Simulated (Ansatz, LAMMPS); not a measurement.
# Forces and charges in glassy 76SiO2-9BaO-7SrO-4Li2O-4ZrO2 (mol %) (128 atoms), part 2 of 2

Wanted: forces, charges and levels of glassy 76SiO2-9BaO-7SrO-4Li2O-4ZrO2 (mol %) (128 atoms).

Ansatz 0.2.0; Kohn-Sham DFT, LDA, PAW (set soft_2), plane waves.

The cell: 34 Si, 4 Ba, 3 Sr, 4 Li, 2 Zr and 81 O. The quench rate of 100 K/ps is many orders above laboratory rates. The network of bonds at the start is that of the classical potential that made the cell. Sampling is at Γ alone, for a cell whose shortest periodic width is 12 Å. No spin–orbit coupling is included.

So far. Step 3 (Plane-wave single point): Mean Löwdin charges: Ba +1.84, Li +0.77, O -0.82, Si +1.68, Sr +1.81, Zr +1.55 e (they miss 1.3 % of the electrons, so they add up to more than the cell's charge).

**4. Distances and neighbours**

These statistics describe the geometry on which the runs were made.

Density 3.07 g/cm³, 13.81 Å³ an atom.

g(r), total and by pair (bins of 0.2 Å):

| r (Å) | total | O-O | O-Si | O-Ba | O-Li | O-Sr | O-Zr |
| --- | --- | --- | --- | --- | --- | --- | --- |
| 1.50 | 1.58 | 0.00 | 4.70 | 0.00 | 0.00 | 0.00 | 0.00 |
| 1.70 | 2.90 | 0.00 | 8.63 | 0.00 | 0.00 | 0.00 | 0.00 |
| 1.90 | 0.18 | 0.00 | 0.07 | 0.00 | 4.04 | 0.00 | 0.00 |
| 2.10 | 0.35 | 0.00 | 0.00 | 0.00 | 3.58 | 0.00 | 10.75 |
| 2.30 | 0.02 | 0.00 | 0.00 | 0.00 | 0.42 | 0.00 | 0.00 |
| 2.50 | 1.16 | 2.60 | 0.00 | 0.33 | 0.00 | 2.27 | 0.71 |
| 2.70 | 1.75 | 3.89 | 0.00 | 2.05 | 0.00 | 2.90 | 0.00 |
| 2.90 | 0.61 | 0.66 | 0.12 | 3.10 | 0.54 | 1.04 | 0.00 |
| 3.10 | 1.01 | 0.90 | 0.36 | 1.14 | 0.69 | 1.22 | 0.44 |
| 3.30 | 0.94 | 0.82 | 0.70 | 1.19 | 1.76 | 1.88 | 0.42 |
| 3.50 | 0.86 | 0.58 | 1.17 | 0.71 | 0.71 | 0.47 | 0.34 |
| 3.70 | 1.03 | 0.69 | 1.46 | 0.63 | 1.90 | 0.43 | 0.96 |
| 3.90 | 1.19 | 0.59 | 1.98 | 0.86 | 0.86 | 0.74 | 2.28 |
| 4.10 | 1.12 | 0.69 | 1.75 | 0.51 | 1.16 | 0.86 | 1.03 |
| 4.30 | 1.01 | 0.74 | 1.39 | 1.06 | 1.28 | 0.61 | 0.71 |
| 4.50 | 0.94 | 1.10 | 0.68 | 0.95 | 1.51 | 0.72 | 2.37 |
| 4.70 | 1.01 | 1.14 | 0.57 | 1.78 | 0.49 | 2.06 | 1.98 |
| 4.90 | 1.01 | 1.36 | 0.62 | 1.16 | 0.99 | 1.68 | 0.37 |
| 5.10 | 1.04 | 1.41 | 0.75 | 1.34 | 0.67 | 0.79 | 0.51 |
| 5.30 | 1.08 | 1.29 | 0.87 | 1.54 | 1.07 | 0.93 | 0.15 |
| 5.50 | 0.97 | 1.06 | 0.97 | 0.65 | 0.86 | 1.15 | 0.58 |
| 5.70 | 0.88 | 0.75 | 0.97 | 0.93 | 1.27 | 0.98 | 0.40 |
| 5.90 | 0.89 | 0.68 | 1.01 | 0.88 | 1.00 | 0.42 | 1.37 |

Bonds by pair of elements; cutoffs follow the first minimum of g(r), held within bounds set by covalent radii, and pairs that aren't listed don't count as bonded:

| pair A-B | cutoff (Å) | bonds | mean length (Å) | spread (Å) | shortest (Å) | B about A | A about B |
| --- | --- | --- | --- | --- | --- | --- | --- |
| O-Si | 2.16 | 137 | 1.62 | 0.049 | 1.52 | 1.69 | 4.03 |
| O-Ba | 3.29 | 28 | 2.92 | 0.188 | 2.60 | 0.346 | 7 |
| O-Li | 2.58 | 15 | 2.01 | 0.094 | 1.90 | 0.185 | 3.75 |
| O-Sr | 3.05 | 15 | 2.65 | 0.139 | 2.41 | 0.185 | 5 |
| O-Zr | 2.82 | 12 | 2.14 | 0.107 | 2.03 | 0.148 | 6 |

The cutoffs for O-Ba and O-Sr fall short of the minimum of g(r), so counts run low and odd coordinations can be artefacts.

How many atoms have how many bonded neighbours:

| element | mean | 2 | 3 | 4 | 5 | 6 | 7 | 8 | 9 |
| --- | --- | --- | --- | --- | --- | --- | --- | --- | --- |
| Ba | 7 | 0 | 0 | 0 | 1 | 1 | 0 | 1 | 1 |
| Li | 3.75 | 0 | 1 | 3 | 0 | 0 | 0 | 0 | 0 |
| O | 2.56 | 41 | 35 | 5 | 0 | 0 | 0 | 0 | 0 |
| Si | 4.03 | 0 | 0 | 33 | 1 | 0 | 0 | 0 | 0 |
| Sr | 5 | 0 | 1 | 0 | 1 | 0 | 1 | 0 | 0 |
| Zr | 6 | 0 | 0 | 0 | 0 | 2 | 0 | 0 | 0 |

Bond angles, per cent of each kind in bins of 5°:

| angle (°) | O-Si-O | Si-O-Si | Ba-O-Si | O-Sr-O |
| --- | --- | --- | --- | --- |
| 55–60 | 0.0 | 0.0 | 0.0 | 5.9 |
| 60–65 | 0.0 | 0.0 | 0.0 | 2.9 |
| 65–70 | 0.0 | 0.0 | 0.0 | 2.9 |
| 70–75 | 0.0 | 0.0 | 0.0 | 5.9 |
| 75–80 | 0.0 | 0.0 | 0.0 | 11.8 |
| 80–85 | 0.0 | 0.0 | 2.6 | 2.9 |
| 85–90 | 1.9 | 0.0 | 0.0 | 0.0 |
| 90–95 | 0.5 | 0.0 | 17.9 | 11.8 |
| 95–100 | 3.9 | 0.0 | 20.5 | 8.8 |
| 100–105 | 19.7 | 0.0 | 15.4 | 2.9 |
| 105–110 | 33.2 | 0.0 | 7.7 | 8.8 |
| 110–115 | 24.5 | 0.0 | 5.1 | 5.9 |
| 115–120 | 10.6 | 0.0 | 2.6 | 5.9 |
| 120–125 | 4.3 | 0.0 | 5.1 | 2.9 |
| 125–130 | 0.0 | 5.4 | 5.1 | 2.9 |
| 130–135 | 0.5 | 12.5 | 5.1 | 0.0 |
| 135–140 | 0.0 | 8.9 | 2.6 | 2.9 |
| 140–145 | 0.0 | 16.1 | 2.6 | 0.0 |
| 145–150 | 0.0 | 12.5 | 5.1 | 2.9 |
| 150–155 | 0.5 | 17.9 | 2.6 | 2.9 |
| 155–160 | 0.0 | 3.6 | 0.0 | 0.0 |
| 160–165 | 0.5 | 8.9 | 0.0 | 2.9 |
| 165–170 | 0.0 | 1.8 | 0.0 | 5.9 |
| 170–175 | 0.0 | 10.7 | 0.0 | 0.0 |
| 175–180 | 0.0 | 1.8 | 0.0 | 0.0 |

Bond angles (no mean is given where the spread exceeds 20°):

| angle | count | mean (°) | spread (°) |
| --- | --- | --- | --- |
| O-Si-O | 208 | 109 | 8 |
| Si-O-Si | 56 | 149 | 13.1 |
| Ba-O-Si | 39 | 110 | 18 |
| O-Sr-O | 34 | - | - |

Oxygen atoms by the number of network formers (Si, P, Ge, B, Al, As, Ga) bound to them:

| network formers bound to O | O atoms | per cent |
| --- | --- | --- |
| 0 | 0 | 0 |
| 1 | 25 | 30.9 |
| 2 | 56 | 69.1 |

Network units: each former by its oxygen neighbours and how many of them bridge to another former:

| former | O neighbours | bridging O | atoms |
| --- | --- | --- | --- |
| Si | 4 | 2 | 6 |
| Si | 4 | 3 | 13 |
| Si | 4 | 4 | 14 |
| Si | 5 | 5 | 1 |

Bond length by coordination (bonds to H left out):

| element | coordination | atoms | mean bond length (Å) |
| --- | --- | --- | --- |
| Ba | 5 | 1 | 2.74 |
| Ba | 6 | 1 | 2.95 |
| Ba | 8 | 1 | 2.98 |
| Ba | 9 | 1 | 2.94 |
| Li | 3 | 1 | 1.99 |
| Li | 4 | 3 | 2.01 |
| O | 2 | 41 | 1.66 |
| O | 3 | 35 | 2.07 |
| O | 4 | 5 | 2.27 |
| Si | 4 | 33 | 1.61 |
| Si | 5 | 1 | 1.77 |
| Sr | 3 | 1 | 2.54 |
| Sr | 5 | 1 | 2.63 |
| Sr | 7 | 1 | 2.71 |

Rings of the network by King's shortest-path rule, up to 12 atoms, one path for each pair of neighbours; H, halogens, alkali and alkaline-earth atoms are left out, and the last column divides by all other atoms, bonded or not:

| ring size (atoms) | rings | per network atom |
| --- | --- | --- |
| 4 | 1 | 0.009 |
| 6 | 1 | 0.009 |
| 8 | 8 | 0.068 |
| 10 | 10 | 0.085 |
| 12 | 18 | 0.154 |

First main peaks of g(r), for some of the pairs, lie near 2.6 Å (O-O), 1.6 Å (O-Si), 2.9 Å (O-Ba), 2.0 Å (O-Li), 2.6 Å (O-Sr) and 2.1 Å (O-Zr). The O-Si-O angle averages 109° with a spread of 8°. Counting bonds to Si alone, not to Zr, 69 % of the oxygens join two of these atoms and 31 % one. The commonest Si unit has 4 oxygens, 4 of them shared with other formers (14 of 34 atoms). Rings of 12 atoms are the most common (47 % of those counted); sizes run from 4 to 12, where the search stops.

A closer look about O125, which bears the longest force: 11 atoms, nearest first, numbered in the order of the input, with positions taken from that point.

| atom | x | y | z | distance (Å) | bonds | Löwdin charge (e) | Fx | Fy | Fz (eV/Å) |
| --- | --- | --- | --- | --- | --- | --- | --- | --- | --- |
| O125 | 0.00 | 0.00 | 0.00 | 0.00 | 4 | -1.00 | -0.17 | -3.14 | 1.09 |
| Si26 | 0.37 | 1.46 | -0.34 | 1.55 | 4 | 1.59 | -1.03 | 0.57 | -2.40 |
| Li42 | -1.87 | -0.60 | 0.08 | 1.96 | 4 | 0.74 | -0.72 | 0.79 | 0.28 |
| Sr41 | -0.03 | -2.20 | -1.35 | 2.58 | 5 | 1.79 | 1.07 | 0.32 | -0.32 |
| O109 | 0.32 | 1.66 | -2.00 | 2.61 | 2 | -0.81 | 1.21 | 0.86 | -0.11 |
| O107 | 1.94 | 1.81 | -0.05 | 2.65 | 3 | -0.80 | 0.45 | 0.83 | 0.96 |
| O105 | -0.67 | 2.56 | 0.18 | 2.65 | 3 | -0.83 | -0.18 | 1.35 | 0.38 |
| Ba38 | 1.79 | -1.01 | 1.89 | 2.79 | 6 | 1.82 | -0.42 | 0.24 | -0.77 |
| O99 | -1.95 | -1.07 | 2.14 | 3.08 | 3 | -0.79 | 1.12 | 0.03 | -0.79 |
| O51 | -2.90 | 0.97 | 0.79 | 3.16 | 3 | -0.81 | 0.50 | -0.07 | -1.07 |
| O63 | -0.87 | -0.39 | -3.07 | 3.21 | 3 | -0.97 | -0.19 | -1.71 | 0.29 |

The column of bonds counts only the pairs O-Si within 2.16 Å, O-Ba within 3.29 Å, O-Li within 2.58 Å, O-Sr within 3.05 Å, O-Zr within 2.82 Å; other neighbours, such as metal atoms beside each other in a compound, aren't counted, and periodic images can show an atom twice.

**5. Outcome**

| Quantity | Value |
| --- | --- |
| free energy per atom | -845.5859 eV/atom |
| pressure | -2.062 GPa |
| r.m.s. force component | 0.8803 eV/Å |
| gap (highest filled to lowest empty level) | 3.1 eV |
| wall time of the 1 DFT run | 22 s |

Filled and empty levels are parted by 3.10 eV (at Γ alone); a local or semilocal functional tends to put such gaps too low. In a disordered cell it changes from sample to sample, and tail or defect levels can set it.

Caveats: The geometry was minimised with a classical potential after classical dynamics and isn't relaxed at this level: its force components are 0.88 eV/Å r.m.s. The pressure of -2.1 GPa belongs to a cell and atoms that aren't relaxed at this level.

[Hosts, paths, dates, database ids (printed as entryN), source tags and the programs' standing remarks are cut or masked in the printed files.]
